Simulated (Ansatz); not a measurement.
# The perfect C wire along [111], 14 atoms a period, H-terminated, part 4 of 4

Aim: is the C wire along [111], 14 atoms a period, H-terminated a metal or a semiconductor?

Ansatz 0.2.0; DFT PBE, plane waves, PAW; relaxation of a wire's period (the session's first sound run).

So far, band gap (eV): step 3 (the wire at its relaxed period, PBE) 4.77; step 4 (another level of theory, level LDA, cutoff 420 eV, LDA PBE) 4.90; step 5 (another level of theory, level PBEsol, cutoff 420 eV, PBEsol PBE) 4.82; step 6 (another level of theory, level r2SCAN, cutoff 500 eV, r2SCAN PBE) 5.44; step 8 (At a strained period, period over the relaxed period 0.94, k-mesh 1×1×11, PBE) 4.70.

## 9. Strain along the wire, period over the relaxed period 1.1, k-mesh 1×1×9 (continued)

Level of this step: DFT PBE, plane waves, PAW; relaxation at a fixed period (Ansatz).

Step by step:

| step | energy less that of the first step (eV) | largest force component (eV/Å) |
| --- | --- | --- |
| 1 | 0.0000 | 0.9032 |
| 2 | -0.7325 | 1.1037 |
| 3 | -0.8735 | 0.5061 |
| 4 | -0.9173 | 0.3296 |
| 5 | -0.9329 | 0.0902 |
| 6 | -0.9346 | 0.0063 |
| 7 | -0.9346 | 0.0064 |

Forces are held to the 4 operations that the run works with; a distortion that breaks them can't arise in this run.

The atoms that moved most (Å):

| atom | dx | dy | dz | length |
| --- | --- | --- | --- | --- |
| H4 | 0.001 | 0.000 | 0.158 | 0.158 |
| H7 | -0.001 | 0.000 | 0.158 | 0.158 |
| H28 | 0.001 | 0.000 | -0.158 | 0.158 |
| H31 | -0.001 | 0.000 | -0.158 | 0.158 |
| H5 | -0.001 | -0.001 | 0.158 | 0.158 |
| H6 | 0.001 | -0.001 | 0.158 | 0.158 |
| H30 | 0.001 | 0.001 | -0.158 | 0.158 |
| H29 | -0.001 | 0.001 | -0.158 | 0.158 |

The relaxed structure:

```cif
data_structure
_symmetry_space_group_name_H-M 'P 1'
_symmetry_Int_Tables_number 1
_cell_length_a 11.1530
_cell_length_b 11.8270
_cell_length_c 6.9978
_cell_angle_alpha 90.000
_cell_angle_beta 90.000
_cell_angle_gamma 90.000
_cell_volume 923.05
loop_
_atom_site_label
_atom_site_type_symbol
_atom_site_fract_x
_atom_site_fract_y
_atom_site_fract_z
_atom_site_occupancy
C1 C 0.50001 0.50000 0.98416 1
C2 C 0.50001 0.50000 0.26584 1
H3 H 0.30582 0.48066 0.30716 1
H4 H 0.38515 0.35108 0.30715 1
H5 H 0.42068 0.66827 0.30716 1
H6 H 0.57935 0.66827 0.30716 1
H7 H 0.61488 0.35108 0.30715 1
H8 H 0.69421 0.48066 0.30716 1
C9 C 0.38944 0.43980 0.35500 1
C10 C 0.50001 0.62040 0.35501 1
C11 C 0.61059 0.43980 0.35500 1
C12 C 0.38928 0.43971 0.58217 1
C13 C 0.50001 0.62058 0.58217 1
C14 C 0.61075 0.43971 0.58217 1
H15 H 0.30710 0.60502 0.62308 1
H16 H 0.50001 0.28994 0.62308 1
H17 H 0.69293 0.60502 0.62308 1
H18 H 0.30710 0.39498 0.62692 1
H19 H 0.50001 0.71006 0.62692 1
H20 H 0.69293 0.39498 0.62692 1
C21 C 0.38928 0.56029 0.66783 1
C22 C 0.50001 0.37942 0.66783 1
C23 C 0.61075 0.56029 0.66783 1
C24 C 0.38944 0.56020 0.89500 1
C25 C 0.50001 0.37960 0.89499 1
C26 C 0.61059 0.56020 0.89500 1
H27 H 0.30582 0.51934 0.94284 1
H28 H 0.38515 0.64892 0.94285 1
H29 H 0.42068 0.33173 0.94284 1
H30 H 0.57935 0.33173 0.94284 1
H31 H 0.61488 0.64892 0.94285 1
H32 H 0.69421 0.51934 0.94284 1
```

This step gave:

```
band gap : 4.259 eV
```

The gap is 4.26 eV, against 4.77 eV under PBE at the relaxed period.

## 10. A varied input

This step: DFT LDA, plane waves, PAW; bands of a perfect wire at the PBE geometry; changed: basis.ecutwfc = "44.1 Ry", crystal.symmetry = {"detect": false} (Ansatz 0.2.0).

The atoms of the band run (LDA) are kept and the input is varied, to see whether the result depends on it.

File input.yaml:

```yaml
crystal:
  lattice:
    - [11.153, 0.0, 0.0]
    - [0.0, 11.827, 0.0]
    - [0.0, 0.0, 6.3616304099]
  atoms:
    - { symbol: C, position: [0.500014505, 0.500000692, 0.000128335] }
    - { symbol: C, position: [0.500014505, 0.499999308, 0.249871665] }
    - { symbol: H, position: [0.305782656, 0.480557017, 0.284630526] }
    - { symbol: H, position: [0.385031647, 0.35110351, 0.284617084] }
    - { symbol: H, position: [0.420760012, 0.668348737, 0.284626885] }
    - { symbol: H, position: [0.579268998, 0.668348737, 0.284626885] }
    - { symbol: H, position: [0.614997363, 0.35110351, 0.284617084] }
    - { symbol: H, position: [0.694246354, 0.480557017, 0.284630526] }
    - { symbol: C, position: [0.388262057, 0.439159318, 0.340384134] }
    - { symbol: C, position: [0.500014505, 0.621685195, 0.34038789] }
    - { symbol: C, position: [0.611766953, 0.439159318, 0.340384134] }
    - { symbol: C, position: [0.388340875, 0.439198253, 0.581730928] }
    - { symbol: C, position: [0.500014505, 0.621600732, 0.581737854] }
    - { symbol: C, position: [0.611688135, 0.439198253, 0.581730928] }
    - { symbol: H, position: [0.307217495, 0.604959499, 0.612003673] }
    - { symbol: H, position: [0.500014505, 0.290065903, 0.611995902] }
    - { symbol: H, position: [0.692811515, 0.604959499, 0.612003673] }
    - { symbol: H, position: [0.307217495, 0.395040501, 0.637996327] }
    - { symbol: H, position: [0.500014505, 0.709934097, 0.638004098] }
    - { symbol: H, position: [0.692811515, 0.395040501, 0.637996327] }
    - { symbol: C, position: [0.388340875, 0.560801747, 0.668269072] }
    - { symbol: C, position: [0.500014505, 0.378399268, 0.668262146] }
    - { symbol: C, position: [0.611688135, 0.560801747, 0.668269072] }
    - { symbol: C, position: [0.388262057, 0.560840682, 0.909615866] }
    - { symbol: C, position: [0.500014505, 0.378314805, 0.90961211] }
    - { symbol: C, position: [0.611766953, 0.560840682, 0.909615866] }
    - { symbol: H, position: [0.305782656, 0.519442983, 0.965369474] }
    - { symbol: H, position: [0.385031647, 0.64889649, 0.965382916] }
    - { symbol: H, position: [0.420760012, 0.331651263, 0.965373115] }
    - { symbol: H, position: [0.579268998, 0.331651263, 0.965373115] }
    - { symbol: H, position: [0.614997363, 0.64889649, 0.965382916] }
    - { symbol: H, position: [0.694246354, 0.519442983, 0.965369474] }
  symmetry: { detect: false }
kpoints:
  mp_grid: { grid: [1, 1, 10] }
  band_path: { path: ["Γ", Z], npoints: 50 }
scf:
  occupations: { method: fermi_dirac, width: 0.05 }
hamiltonian:
  xc: lda
basis:
  ecutwfc: "44.1 Ry"
```

Launch:

```sh
$ ansatz run input.yaml --threads 8 --pin off --max-ram 16384MiB --backend cpu --events-out ev --progress --plain --runs-dir out
```

Numbers of over 12 decimals in the logs are rounded to 6 here.

The log of the run:

```text
[...]
Crystal: 32 atoms, lattice volume = 839.141 Å³
Basis set: ecut = 600.011067 eV, 28007 PW (Γ)
Bands: 69, of which v1, the nominal top of the filled ones, is band 37 counted from 1 (36 counted from 0)
Symmetry: 1 space group operations
k-points: 6 of 10 (time reversal used)
[...]
SCF iter   1: F=—  HF=-3686.027690 eV  |F-HF|=—  |Δ(HF+E_count)|=         —  Δρ=4.73e-3  dr2=3.13e-1  ethr=1.77e-3  ⟨swp⟩=7.0  Hψ=2187  notcnv=0  defer=94
[...]
SCF iter   7: F=-3685.978755 eV  HF=-3685.978755 eV  |F-HF|=9.82e-8  |Δ(HF+E_count)|=   1.61e-6  Δρ=2.90e-6  dr2=7.40e-8  ethr=1.35e-10  ⟨swp⟩=26.5  Hψ=3340  notcnv=0
SCF 1 converged in 7 iterations: F = -3685.978755 eV  dr2 = 7.40e-8
[...]
SCF converged after 7 iterations
Free energy (F): -3685.978755 eV
[...]
Internal energy: -3685.978755 eV  (E = F + TS)
E sigma→0 (E₀):  -3685.978755 eV
Fermi energy:    -1.678661 eV
[...]
--- Band table (eV; the first three rows and the last of 6) ---
  k-point 0: bands = [... 33 lower, -5.4877, -4.2435, -4.2434, -4.1257, 0.7689, 1.6253, 1.6594, 1.7918, ... 28 higher]
  k-point 1: bands = [... 33 lower, -5.4612, -4.2510, -4.2509, -4.1768, 0.7931, 1.6463, 1.7058, 1.8243, ... 28 higher]
  k-point 2: bands = [... 33 lower, -5.2583, -4.3290, -4.2810, -4.2810, 0.8679, 1.7288, 1.8253, 1.9230, ... 28 higher]
  k-point 5: bands = [... 33 lower, -4.6507, -4.6506, -4.5645, -4.5644, 1.3867, 1.5640, 2.3547, 2.4442, ... 28 higher]
```

Elapsed: 42 s, on 8 threads of Intel Xeon Platinum 8488C (Sapphire Rapids), shared host; peak memory 5.5 GiB; 5.4 min of CPU time.

This step gave:

* band gap: 4.895 eV

It took 42 s against 18 s for the run it varies.

The band gap stays within 0.2 % plus 0.001 of the run it varies.

Against step 4 (now cutoff 600.011 eV and other symmetry setting), the band gap goes from 4.90 to 4.89 eV and the free energy moves by -3.3 meV an atom. The band gap moves by under 1 % between these two settings.

## 11. Outcome

| Property | Result |
| --- | --- |
| cell length, PBE | 6.362 Å |
| gap, PBE | 4.77 eV |
| gap, LDA | 4.90 eV |
| gap, PBEsol | 4.82 eV |
| gap, r2SCAN | 5.44 eV |
| gap, period scaled by 0.94 | 4.70 eV |
| gap, period scaled by 1.1 | 4.26 eV |

Under PBE the cell's length is 6.36 Å, and a gap of 4.77 eV makes it a semiconductor. At the relaxed period the wire is gapped under every functional, from 4.77 eV (PBE) to 5.44 eV (r2SCAN). Weak screening in one dimension makes quasiparticle gaps larger than the semilocal gaps, as a rule. Strain matters: under PBE the gap goes from 4.77 eV to 4.70 eV at 0.94 times the period and 4.26 eV at 1.1 times the period. Transport is coherent and elastic here: the atoms are frozen, so scattering by vibrations plays no part.

[Logs are printed without paths, hosts, clocks, repeated set-up lines and the standing remarks that a program may print on its own settings, such as how far it seeks lower states.]

[Hosts, paths, dates, database ids (printed as entryN), source tags and the programs' standing remarks are cut or masked in the printed files.]
